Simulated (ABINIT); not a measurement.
# TiO2 (Rutile): G0W0 with ABINIT, start to end, part 3 of 3

Aim: the G0W0 gap of TiO2 (Rutile) on LDA, step by step.

ABINIT 10.8.3; LDA and many-body steps on it, plane waves. Known limits of the many-body steps: not at the basis limit; coarse k mesh.

So far. Step 3 (Bands along the symmetry lines): The gap is 1.836 eV, as in the run before at this level. Step 4 (Empty states on the mesh, 4×4×4 mesh, 106 bands): On this mesh the gap is 1.836 eV.

## (5) Screening, 4×4×4 mesh, 98 bands, screening to 130.6 eV

The RPA dielectric matrix is built and inverted for each q.

This step: RPA screening on LDA, plane waves, norm-conserving pseudopotentials.

run.abi

```
acell 3*1.0 Angstrom
rprim 
  4.592200000000 0.000000000000 0.000000000000
  0.000000000000 4.592200000000 0.000000000000
  0.000000000000 0.000000000000 2.957400000000
ntypat 2
znucl 22 8
natom 6
typat 1 1 2 2 2 2
xred 
  0.000000000000 0.000000000000 0.000000000000
  0.500000000000 0.500000000000 0.500000000000
  0.304960000000 0.304960000000 0.000000000000
  0.195040000000 0.804960000000 0.500000000000
  0.695040000000 0.695040000000 0.000000000000
  0.804960000000 0.195040000000 0.500000000000
pp_dirpath "pseudos"
pseudos "Ti.upf, O.upf"
ecut 38
ngkpt 4 4 4
nshiftk 1
shiftk 0 0 0
kptopt 1
chksymbreak 0
istwfk *1
occopt 1
irdwfk 1
optdriver 3
nband 98
ecuteps 4.8
inclvkb 2
awtr 1
symchi 1
indata_prefix "in"
outdata_prefix "out"
tmpdata_prefix "tmp"
```

Launch:

```bash
OMP_NUM_THREADS=1 mpirun -n 4 abinit run.abi > log
```

Numbers of over 12 decimals in the logs are rounded to 6 here.

What it wrote:

```text
.Version 10.8.3 of ABINIT. v10.8.2 released Aug 2026.

 Symmetries : space group P4_2/m n m (#136); Bravais tP (primitive tetrag.)
[... echo of the input left out ...]
== DATASET  1 ==================================================================
-   mpi_nproc: 4, omp_nthreads: 1 (-1 if OMP is not activated)

--- !DatasetInfo
iteration_state: {dtset: 1, }
dimensions: {natom: 6, nkpt: 18, mband: 98, nsppol: 1, nspinor: 1, nspden: 1, mpw: 4748, }
cutoff_energies: {ecut:  38.0, pawecutdg:  -1.0, }
electrons: {nelect:   4.80000000E+01, charge:   0.00000000E+00, occopt:   1.00000000E+00, tsmear:   1.00000000E-02, }

 SCREENING: Calculation of the susceptibility and dielectric matrices

 Based on a program developped by R.W. Godby, V. Olevano, G. Onida, and L. Reining.
 Incorporated in ABINIT by V. Olevano, G.-M. Rignanese, and M. Torrent.
.Using double precision arithmetic ; gwpc =  8

[... cell and pseudopotentials left out ...]
--------------------------------------------------------------------------------

 ==== K-mesh for the wavefunctions ====
 Number of points in the irreducible wedge :    18
[... list of points left out ...]
 Together with 16 symmetry operations and time-reversal symmetry
 yields    64 points in the full Brillouin Zone.

 ==== Q-mesh for the screening function ====
 Number of points in the irreducible wedge :    18
[... list of points left out ...]
 Together with 16 symmetry operations and time-reversal symmetry
 yields    64 points in the full Brillouin Zone.

 setmesh: FFT mesh size selected  =    36x   36x   24
          total number of points  =        31104

 vcoul_init : cutoff-mode = AUXILIARY_FUNCTION
 q-points for optical limit:   1
     1)      0.000010    0.000020    0.000030

- screening: taking advantage of time-reversal symmetry
- Maximum band index for partially occupied states nbvw = 24
- Remaining bands to be divided among processors   nbcw = 74
- Number of bands treated by each node ~18

 Number of electrons calculated from density =   48.0000; Expected =   48.0000
 average of density, n =  0.114049
 r_s =    1.2792
 omega_plasma =   32.5763 [eV]

 calculating chi0 at frequencies [eV] :
  1    0.000000E+00    0.000000E+00
  2    0.000000E+00    3.257632E+01

--------------------------------------------------------------------------------
  q-point number  1        q = ( 0.000000, 0.000000, 0.000000) [r.l.u.]
--------------------------------------------------------------------------------
[... chi0 elements left out ...]
 For q-point:  0.000010 0.000020 0.000030
  dielectric constant =   8.9259
  dielectric constant without local fields =   9.3310

  Average fulfillment of the sum rule on Im[epsilon] for q-point    1 :     51.52  [%]
[... wings left out ...]
  q-point number  2        q = ( 0.250000, 0.000000, 0.000000) [r.l.u.]
--------------------------------------------------------------------------------
[... chi0 elements left out ...]
  Average fulfillment of the sum rule on Im[epsilon] for q-point    2 :     65.44  [%]

 [... 16 further q-points ...]
```

The job ended after 3 min (4 MPI ranks of Arm Neoverse V1, shared host; peak memory 2.1 GiB; 12 min of CPU time).

This step gave:

| Item | Value |
| --- | --- |
| ε∞ with local fields, on this mesh, along the program's q direction | 8.926 |
| the same without local fields | 9.331 |
| plasma frequency | 32.58 eV |
| plane waves in the screening matrix | 201 |

Local fields lower ε∞ by 4 %. On a Γ-centred mesh this coarse the value itself is usually too large, while a short band sum pulls it down.

## (6) Self-energy, 4×4×4 mesh, 98 bands, screening to 130.6 eV

The self-energy is evaluated for the states that the input lists, and the levels follow from it, in one-shot runs by the linearised quasiparticle equation.

This step: G0W0 on LDA, plane waves, norm-conserving pseudopotentials.

run.abi: that of step 5 with these lines changed.

```diff
@@ -27,8 +27,15 @@
 irdwfk 1
-optdriver 3
+optdriver 4
 nband 98
+gwcalctyp 0
+ecutsigx 38
+symsigma 1
+nkptgw 1
+kptgw 
+  0.0000000000 0.0000000000 0.0000000000
+bdgw 
+  22 26
 ecuteps 4.8
-inclvkb 2
-awtr 1
-symchi 1
+irdscr 1
+ppmodel 1
 indata_prefix "in"
```

What it wrote:

```text
.Version 10.8.3 of ABINIT. v10.8.2 released Aug 2026.

 Symmetries : space group P4_2/m n m (#136); Bravais tP (primitive tetrag.)
[... echo of the input left out ...]
== DATASET  1 ==================================================================
-   mpi_nproc: 4, omp_nthreads: 1 (-1 if OMP is not activated)

--- !DatasetInfo
iteration_state: {dtset: 1, }
dimensions: {natom: 6, nkpt: 18, mband: 98, nsppol: 1, nspinor: 1, nspden: 1, mpw: 4748, }
cutoff_energies: {ecut:  38.0, pawecutdg:  -1.0, }
electrons: {nelect:   4.80000000E+01, charge:   0.00000000E+00, occopt:   1.00000000E+00, tsmear:   1.00000000E-02, }

 SIGMA: Calculation of the GW corrections

 Based on a program developped by R.W. Godby, V. Olevano, G. Onida, and L. Reining.
 Incorporated in ABINIT by V. Olevano, G.-M. Rignanese, and M. Torrent.
.Using double precision arithmetic ; gwpc =  8

[... cell and pseudopotentials left out ...]
--------------------------------------------------------------------------------

 ==== K-mesh for the wavefunctions ====
 Number of points in the irreducible wedge :    18
[... list of points left out ...]
 Together with 16 symmetry operations and time-reversal symmetry
 yields    64 points in the full Brillouin Zone.

 ==== Q-mesh for screening function ====
 Number of points in the irreducible wedge :    18
[... list of points left out ...]
 Together with 16 symmetry operations and time-reversal symmetry
 yields    64 points in the full Brillouin Zone.

 vcoul_init : cutoff-mode = AUXILIARY_FUNCTION
 q-points for optical limit:   1
     1)      0.000010    0.000020    0.000030
 setmesh: FFT mesh size selected  =    50x   50x   32
          total number of points  =        80000

 Number of electrons calculated from density =   48.0000; Expected =   48.0000
 average of density, n =  0.114049
 r_s =    1.2792
 omega_plasma =   32.5763 [eV]

 === KS Band Gaps ===
  >>>> For spin  1
   Minimum direct gap =   1.8359 [eV], located at k-point      :   0.0000  0.0000  0.0000
   Fundamental gap    =   1.8359 [eV], Top of valence bands at :   0.0000  0.0000  0.0000
                                       Bottom of conduction at :   0.0000  0.0000  0.0000
 SIGMA fundamental parameters:
 PLASMON POLE MODEL  1
 number of plane-waves for SigmaX                 4679
 number of plane-waves for SigmaC and W            201
 number of plane-waves for wavefunctions          4679
 number of bands                                    98
 number of independent spin polarizations            1
 number of spinorial components                      1
 number of k-points in IBZ                          18
 number of q-points in IBZ                          18
 number of symmetry operations                      16
 number of k-points in BZ                           64
 number of q-points in BZ                           64
 number of frequencies for dSigma/dE                 9
 frequency step for dSigma/dE [eV]                0.25
 number of omega for Sigma on real axis              0
 max omega for Sigma on real axis  [eV]           0.00
 zcut for avoiding poles [eV]                     0.10

 EPSILON^-1 parameters (SCR file):
 dimension of the eps^-1 matrix on file            201
 dimension of the eps^-1 matrix used               201
 number of plane-waves for wavefunctions          4679
 number of bands                                    98
 number of q-points in IBZ                          18
 number of frequencies                               2
 number of real frequencies                          1
 number of imag frequencies                          1

 matrix elements of self-energy operator (all in [eV])

 Perturbative Calculation

--- !SelfEnergy_ee
iteration_state: {dtset: 1, }
kpoint     : [   0.000,    0.000,    0.000, ]
spin       : 1
KS_gap     :    1.836
QP_gap     :    3.438
Delta_QP_KS:    1.602
data: !SigmaeeData |
     Band     E0 <VxcDFT>   SigX SigC(E0)      Z dSigC/dE  Sig(E)    E-E0       E
       22   4.794 -20.412 -25.069   4.884   0.770  -0.299 -20.237   0.174   4.968
       23   4.794 -20.412 -25.069   4.884   0.770  -0.299 -20.237   0.174   4.968
       24   5.252 -20.169 -24.942   5.045   0.764  -0.310 -19.961   0.208   5.459
       25   7.087 -20.077 -12.040  -5.717   0.780  -0.281 -18.266   1.810   8.898
       26   7.371 -19.692 -12.025  -5.451   0.782  -0.279 -17.960   1.732   9.103

== END DATASET(S) ==============================================================
================================================================================

 -outvars: echo values of variables after computation  --------
           etotal      0.0000000000E+00
            nband          98
             nkpt          18
          spgroup         136
 [... the other variables as echoed above ...]

 Calculation completed.
```

It took 8.4 s on 4 MPI ranks; peak memory 1.2 GiB.

This step gave:

| Quantity | Value |
| --- | --- |
| G0W0 gap on the points computed | 3.439 eV |
| starting gap on the mesh | 1.836 eV |
| k of the valence top | 0, 0, 0 |
| k of the conduction bottom | 0, 0, 0 |
| Z at the valence top | 0.764 |
| Z at the conduction bottom | 0.78 |
| least direct G0W0 gap on the computed points | 3.439 eV |

The gap on the mesh goes from 1.84 eV to 3.44 eV, a correction of +1.60 eV.

Limits: finite bands, cutoff and mesh; coarse k mesh. v1 is the top filled band, c1 the lowest empty one. The levels before and after the correction (eV, zero at the valence-band top of each column):

|  | conduction bottom | valence top |
| --- | --- | --- |
| Kohn-Sham | 1.84 | 0.00 |
| G0W0 | 3.44 | 0.00 |

|  | level | energy (eV) |
| --- | --- | --- |
| Kohn-Sham | Γ v3-v2 | -0.458 |
| Kohn-Sham | Γ v1 | 0.000 |
| Kohn-Sham | Γ c1 | 1.836 |
| Kohn-Sham | Γ c2 | 2.119 |
| G0W0 | Γ v3-v2 | -0.491 |
| G0W0 | Γ v1 | 0.000 |
| G0W0 | Γ c1 | 3.439 |
| G0W0 | Γ c2 | 3.644 |

## (7) Where the time went

Times are wall times on 4 MPI ranks of Arm Neoverse V1, shared host, good to a factor of about two.

| step | time | share | memory (GiB) |
| --- | --- | --- | --- |
| ground state | 72 s | 17 % | 0.36 |
| bands along the symmetry lines | 89 s | 21 % | 0.42 |
| empty states on the mesh | 72 s | 17 % | 0.42 |
| screening | 3 min | 43 % | 2.1 |
| self-energy | 8.4 s | 2 % | 1.2 |

## (8) Results

```
LDA gap              : 1.84 eV, direct
G0W0 gap on the mesh : 3.44 eV
GW settings          : 4×4×4 mesh, 98 bands, screening to 130.6 eV, Godby-Needs plasmon pole
known limits         : not at the basis limit; coarse k mesh
```

G0W0 moves the gap on the mesh from 1.84 eV to 3.44 eV (+1.60 eV), with Z of 0.76 and 0.78 at the edges. Local fields lower the RPA ε∞ on this mesh from 9.33 to 8.93; a Γ-centred mesh this coarse tends to raise both, most where the direct gap is narrow, while a short band sum lowers them. Only 1 of the mesh's irreducible points was corrected, so a valley elsewhere could overtake. The dearest step here is «screening». Against experiment, by G0W0@LDA: the gap of 3.44 eV lies +0.39 eV from the measured 3.05 eV (kind not stated, quoted 2021); the gap of 3.44 eV lies +0.41 eV from the measured 3.03 eV (kind not stated, quoted 2016); the gap of 3.44 eV lies +0.16 eV from the measured 3.28 eV (optical, 2023); the gap of 3.44 eV lies +0.35 eV from the measured 3.09 ± 0.06 eV (indirect, on SiO2 (quartz particles), 2024). An exciton line or allowed optical edge lies below the quasiparticle gap by the binding energy; a forbidden edge can push the onset above it. The calculation has static nuclei and no excitons; a measured gap holds zero-point and thermal motion, which mostly lowers it. Bands and cutoff are finite, so the gap is not at the basis limit. The miss can reach some tenths of an eV and take either sign; the mesh is an error of its own. In the G0W0 run levels were corrected at 1 k point alone, so a gap called «on the mesh» is the least over those, and an edge elsewhere would be missed. The 4×4×4 mesh is coarse for this cell, which bears on the long-range parts of exchange and screening.

[Paths, hosts, dates, memory and timing lines, banners, echoed tables and standing remarks are left out of the program output.]

[Logs are printed without paths, hosts, clocks, repeated set-up lines and the standing remarks that a program may print on its own settings, such as how far it seeks lower states.]

[Runs of the session that timed out or met a known fault of the program may be left out.]

[Hosts, paths, dates, database ids (printed as entryN), source tags and the programs' standing remarks are cut or masked in the printed files.]

[G0W0 gaps are taken among the corrected bands and points alone; a level outside them can change the order at an edge.]

[Where Ansatz stands beside ABINIT at settings called matched, ABINIT's density can come from a denser mesh and the files from another edition; pairs whose starting gaps differed by over 0.03 eV were left out, so agreement reads better than it is.]
